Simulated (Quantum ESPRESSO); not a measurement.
# Magnetic state of Be3Fe from several starts, part 3 of 3

Aim: find out which collinear order of Be3Fe costs least.

Quantum ESPRESSO 7.5; PBEsol; plane waves with GBRV 1.5 PBEsol potentials, no spin-orbit coupling.

So far, absolute magnetization (μB): step 2 (run 1, typed as ferro +) 1.77.

## Step 5: Run 4, typed as antiferro q=(0,1/2,1/2) +−

This order needs a doubled cell of 8 atoms.

Contents of pw.in:

```
&CONTROL
  calculation = 'scf'
  prefix = 'pwscf'
  outdir = './tmp'
  pseudo_dir = './pseudo'
  disk_io = 'nowf'
/
&SYSTEM
  ibrav = 0
  celldm(1) = 8
  nat = 8
  ntyp = 3
  ecutwfc = 40
  ecutrho = 280
  nbnd = 39
  occupations = 'smearing'
  smearing = 'fd'
  degauss = 0.00734986
  nspin = 2
  starting_magnetization(1) = 0
  starting_magnetization(2) = 0.175
  starting_magnetization(3) = -0.175
/
&ELECTRONS
  conv_thr = 1.6d-08
  electron_maxstep = 150
  mixing_beta = 0.3
/
ATOMIC_SPECIES
Be      9.0122 be_pbesol_v1.4.uspp.F.UPF
Fe1    55.8450 fe_pbesol_v1.5.uspp.F.UPF
Fe2    55.8450 fe_pbesol_v1.5.uspp.F.UPF
CELL_PARAMETERS alat
   0.7651031261278    0.0000000000000    0.0000000000000
   0.0000000000000    1.5302062522557    0.0000000000000
   0.0000000000000    0.7651031261278    0.7651031261278
ATOMIC_POSITIONS crystal
Be      0.0000000000    0.0000000000    0.5000000000
Be      0.0000000000    0.5000000000    0.5000000000
Be      0.5000000000    0.7500000000    0.5000000000
Be      0.5000000000    0.2500000000    0.5000000000
Be      0.5000000000    0.2500000000    0.0000000000
Be      0.5000000000    0.7500000000    0.0000000000
Fe1     0.0000000000    0.0000000000    0.0000000000
Fe2     0.0000000000    0.5000000000    0.0000000000
K_POINTS automatic
8 4 8 0 0 0
```

Command:

```console
OMP_NUM_THREADS=1 mpirun -n 2 pw.x -nk 2 -in pw.in > pw.out
```

Output:

```text
     [... lines left out ...]
Program PWSCF v.7.5 starts
     [... lines left out ...]
     number of atoms/cell      =            8
     [... lines left out ...]
     number of electrons       =        56.00
     number of Kohn-Sham states=           39
     kinetic-energy cutoff     =      40.0000  Ry
     charge density cutoff     =     280.0000  Ry
     scf convergence threshold =      1.6E-08
     [... lines left out ...]
     16 Sym. Ops., with inversion, found
     [... lines left out ...]
     number of k points=    45  Fermi-Dirac smearing, width (Ry)=  0.0073
     [... lines left out ...]
     iteration # 15     ecut=    40.00 Ry     beta= 0.30
     [... lines left out ...]
     Magnetic moment per site  (integrated on atomic sphere of radius R)
     atom   1 (R=0.223)  charge=  3.2109  magn= -0.0000
     atom   2 (R=0.223)  charge=  3.2109  magn= -0.0000
     atom   3 (R=0.223)  charge=  3.2132  magn= -0.0000
     atom   4 (R=0.223)  charge=  3.2132  magn= -0.0000
     atom   5 (R=0.223)  charge=  3.2132  magn= -0.0000
     atom   6 (R=0.223)  charge=  3.2132  magn= -0.0000
     atom   7 (R=0.223)  charge= 14.1186  magn=  0.9982
     atom   8 (R=0.223)  charge= 14.1186  magn= -0.9968
     [... lines left out ...]
     the Fermi energy is    11.7884 ev
!    total energy              =    -669.09266088 Ry
     estimated scf accuracy    <          7.7E-09 Ry
     smearing contrib. (-TS)   =      -0.01084731 Ry
     [... lines left out ...]
     total magnetization       =     0.00 Bohr mag/cell
     absolute magnetization    =     2.30 Bohr mag/cell
     convergence has been achieved in  15 iterations
```

Wall time 2.8 min (2 MPI ranks of AMD EPYC 7571, shared host); peak memory 0.44 GiB.

Read from the output:

```
smearing term TS       : 0.1476 eV
magnetization          : 0 μB
absolute magnetization : 2.298 μB
final state            : antiferromagnetic
largest moment         : 0.9982 μB
```

## Step 6: Run 5 (no spin polarisation)

Contents of pw.in:

```
&CONTROL
  calculation = 'scf'
  prefix = 'pwscf'
  outdir = './tmp'
  pseudo_dir = './pseudo'
  disk_io = 'nowf'
/
&SYSTEM
  ibrav = 0
  celldm(1) = 8
  nat = 4
  ntyp = 2
  ecutwfc = 40
  ecutrho = 280
  nbnd = 22
  occupations = 'smearing'
  smearing = 'fd'
  degauss = 0.00734986
/
&ELECTRONS
  conv_thr = 8d-09
  electron_maxstep = 150
  mixing_beta = 0.3
/
ATOMIC_SPECIES
Be      9.0122 be_pbesol_v1.4.uspp.F.UPF
Fe     55.8450 fe_pbesol_v1.5.uspp.F.UPF
CELL_PARAMETERS alat
   0.7651031261278    0.0000000000000    0.0000000000000
   0.0000000000000    0.7651031261278    0.0000000000000
   0.0000000000000    0.0000000000000    0.7651031261278
ATOMIC_POSITIONS crystal
Be      0.0000000000    0.5000000000    0.5000000000
Be      0.5000000000    0.0000000000    0.5000000000
Be      0.5000000000    0.5000000000    0.0000000000
Fe      0.0000000000    0.0000000000    0.0000000000
K_POINTS automatic
8 8 8 0 0 0
```

Output:

```text
     [... lines left out ...]
Program PWSCF v.7.5 starts
     [... lines left out ...]
     number of atoms/cell      =            4
     [... lines left out ...]
     number of electrons       =        28.00
     number of Kohn-Sham states=           22
     kinetic-energy cutoff     =      40.0000  Ry
     charge density cutoff     =     280.0000  Ry
     scf convergence threshold =      8.0E-09
     [... lines left out ...]
     48 Sym. Ops., with inversion, found
     [... lines left out ...]
     number of k points=    35  Fermi-Dirac smearing, width (Ry)=  0.0073
     [... lines left out ...]
     iteration # 10     ecut=    40.00 Ry     beta= 0.30
     [... lines left out ...]
     the Fermi energy is    11.7780 ev
!    total energy              =    -334.54381051 Ry
     estimated scf accuracy    <          1.2E-09 Ry
     smearing contrib. (-TS)   =      -0.00728218 Ry
     [... lines left out ...]
     convergence has been achieved in  10 iterations
```

Elapsed: 11 s, on 2 MPI ranks; peak memory 0.19 GiB.

Read from the output:

| Quantity | Value |
| --- | --- |
| smearing term TS | 0.09908 eV |
| final state | non-magnetic (no spin polarisation) |

## Step 7: A faulty input

One input was spoiled on purpose, to see how the program answers.

Contents of pw.in:

```
&CONTROL
  calculation = 'scf'
  prefix = 'pwscf'
  outdir = './tmp'
  pseudo_dir = './pseudo'
  disk_io = 'nowf'
/
&SYSTEM
  ibrav = 0
  nat = 4
  ntyp = 2
  ecutwfc = 40
  ecutrho = 280
  nbnd = 23
  occupations = 'smearing'
  smearing = 'fd'
  degauss = 0.00734986
  nspin = 2
  starting_magnetization(1) = 0
  starting_magnetization(2) = 0.175
/
&ELECTRONS
  conv_thr = 8d-09
  electron_maxstep = 100
  mixing_beta = 0.3
/
ATOMIC_SPECIES
Be      9.0122 be_pbesol_v1.4.uspp.F.UPF
Fe     55.8450 fe_pbesol_v1.5.uspp.F.UPF
CELL_PARAMETERS angstrom
   3.2390011067    0.0000000000    0.0000000000
   0.0000000000    3.2390011067    0.0000000000
   0.0000000000    0.0000000000    3.2390011067
ATOMIC_POSITIONS crystal
Be      0.0000000000    0.5000000000    0.5000000000
Be      0.5000000000    0.0000000000    0.5000000000
Be      0.5000000000    0.5000000000    0.0000000000
Fe      0.0000000000    0.0000000000    0.0000000000
K_POINTS automatic
0 8 8 0 0 0
```

Output:

```text
     [... lines left out ...]
Program PWSCF v.7.5 starts
     Error in routine card_kpoints (1):
     invalid values for nk1, nk2, nk3
 %%%%%%%%%%%%%%%%%%%%%%%%%%%%%%%%%%%%%%%%%%%%%%%%%%%%%%%%%%%%%%%%%%%%%%%%%%%%%%
     stopping ...
```

It took 0.86 s on 2 MPI ranks; peak memory 0.06 GiB.

The program refused the input before any cycle.

The program's message: “card_kpoints (1): invalid values for nk1, nk2, nk3”

The fault put into the input: a mesh with a zero.

## Step 8: The states side by side

An order is kept where moments of 0.15 μB or more survive with the typed signs; meshes match where a doubled cell samples the same k points as the first cell.

Orders:

```
                       start        final state  typed order kept  energy over the lowest (meV a seeded atom)  largest site moment (μB)  net moment (μB a cell of the first run)  mesh matched  CPU time (s)
                     ferro +      ferromagnetic               yes                                           0                     1.565                                    1.561           yes         44.69
    antiferro q=(0,0,1/2) +-  antiferromagnetic               yes                                       89.59                     1.081                                  5.91e-4           yes         266.4
antiferro q=(1/2,1/2,1/2) +-  antiferromagnetic               yes                                       139.4                    0.5954                                        0           yes           327
  antiferro q=(0,1/2,1/2) +-  antiferromagnetic               yes                                       107.7                    0.9982                                  7.39e-4           yes         332.1
        no spin polarisation       non-magnetic                 -                                         142                         0                                        0           yes         22.23
```

## Step 9: Results

```yaml
lowest_state_found: ferromagnetic (from ferro +)
largest_site_moment: 1.56 μB
next_state_with_moments: antiferromagnetic, 89.6 meV a seeded atom higher
state_without_moments: 142 meV a seeded atom higher
```

In words: The smearing terms TS of the orders run from 43 to 96 meV a seeded atom, so the differences would change at a smaller width: an order with a larger TS is lowered more by the smearing. Only these 5 starts were compared; other wavevectors, canted and longer-period orders were not. Energies are free energies at an electronic temperature of 1160 K, which lowers moments and differences where the moments are itinerant.

[Logs and program files are shortened in this print: banners, set-up blocks, solver, clock and traceback lines can be left out without a mark of their own.]

[Logs are printed without paths, hosts, clocks, repeated set-up lines and the standing remarks that a program may print on its own settings, such as how far it seeks lower states.]

[Hosts, paths, dates, database ids (printed as entryN), source tags and the programs' standing remarks are cut or masked in the printed files.]

[Where a cell is said to come from a database of computed structures, the database is the Materials Project.]
